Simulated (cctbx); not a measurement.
## What is wrong with this refinement?

Cell a = 4.2690 Å, b = 4.2690 Å, c = 9.6550 Å, α = 90.00°, β = 90.00°, γ = 90.00°; space group P4/nmm (no. 129, origin choice 1). The compound is LaNbSbPd.

The data are simulated with cctbx, not measured: Ag Kα, λ = 0.56087 Å, to d = 0.65 Å, 95 % of the full sphere, strongest reflection 70000 counts, noise from counting, a 6 % proportional error and a noise floor of 15 counts (s.d.); no absorption.

An anisotropic refinement with weights 1/σ² prints:

```text
Rint 0.048, 241 unique reflections to 0.65 A
cycle     R1     wR2    GooF  max shift (A)
   1  0.0285  0.0894   3.647   0.00050
   2  0.0150  0.0396   1.618   0.00000
final R1 0.0150 wR2 0.0396 GooF 1.618  parameters 10  data/parameter 24.1
atom        x        y        z      Ueq    occ   su(xyz)  su(Uiso or U11)
La1    0.50000  0.00000  0.24829   0.0051  1.000  0.00003  0.0001
Sb1    0.50000  0.00000  0.65230   0.0057  1.000  0.00004  0.0001
Pd1    0.00000  0.00000  0.50000   0.0050  1.000  0.00000  0.0001
Nb1    0.00000  0.00000  0.00000   0.0044  1.000  0.00000  0.0001
difference map: max 1.54 min -2.21 rms 0.27
Q1    0.0000  0.0000  0.3010    4    1.54  1.92 A from Pd1
Q2    0.0000  0.0000  0.1014    4    1.33  0.98 A from Nb1
Q3    0.0000  0.5000  0.5570    2    1.11  1.88 A from La1
Q4    0.0000  0.5000  0.7940    2    1.04  0.41 A from La1
Q5    0.0000  0.3950  0.2867    8    0.78  0.74 A from Sb1
Q6    0.0000  0.2315  0.9267    8    0.77  1.22 A from Nb1
```

Q: Accept it or mend it, and why?

Mend it. The fault: anomalous dispersion left out. Against the right model at the same level, R1 goes from 0.0084 to 0.0150 and GooF from 0.85 to 1.62 and U of Pd1 swells from 0.0028 to 0.0050 Å². No atom is wrong: without f′ and f″ the atoms near an edge get the wrong scattering power, which U and the scale absorb. The signs are weak, and the output alone doesn't single this fault out.

The compound is LaNbSbPd. The right model at the same level gives:

```text
Rint 0.048, 241 unique reflections to 0.65 A
cycle     R1     wR2    GooF  max shift (A)
   1  0.0105  0.0303   1.237   0.00025
   2  0.0084  0.0208   0.847   0.00000
final R1 0.0084 wR2 0.0208 GooF 0.847  parameters 10  data/parameter 24.1
atom        x        y        z      Ueq    occ   su(xyz)  su(Uiso or U11)
La1    0.50000  0.00000  0.24827   0.0051  1.000  0.00002  0.0001
Sb1    0.50000  0.00000  0.65232   0.0051  1.000  0.00002  0.0001
Pd1    0.00000  0.00000  0.50000   0.0028  1.000  0.00000  0.0001
Nb1    0.00000  0.00000  0.00000   0.0040  1.000  0.00000  0.0001
difference map: max 0.83 min -1.23 rms 0.16
Q1    0.0000  0.5000  0.1183    2    0.84  2.21 A from Sb1
Q2    0.0000  0.2318  0.9337    8    0.62  1.18 A from Nb1
Q3    0.0000  0.3741  0.2873    8    0.57  0.79 A from Sb1
Q4    0.0000  0.5000  0.3791    2    0.53  0.30 A from Sb1
Q5    0.0000  0.3974  0.0503    8    0.50  1.76 A from Nb1
Q6    0.0000  0.0840  0.3069    8    0.46  1.82 A from Sb1
```

Isotropic U is held between 0.0001 and 1 Å² by the program, and listed peak heights are interpolated, so they can pass the grid's maximum.

The model is made up (kin elements in a known structure type, no relaxation), so it says nothing on whether the phase exists.

[Middle refinement cycles are left out of these outputs.]

[Logs are printed without paths, hosts, clocks, repeated set-up lines and the standing remarks that a program may print on its own settings, such as how far it seeks lower states.]
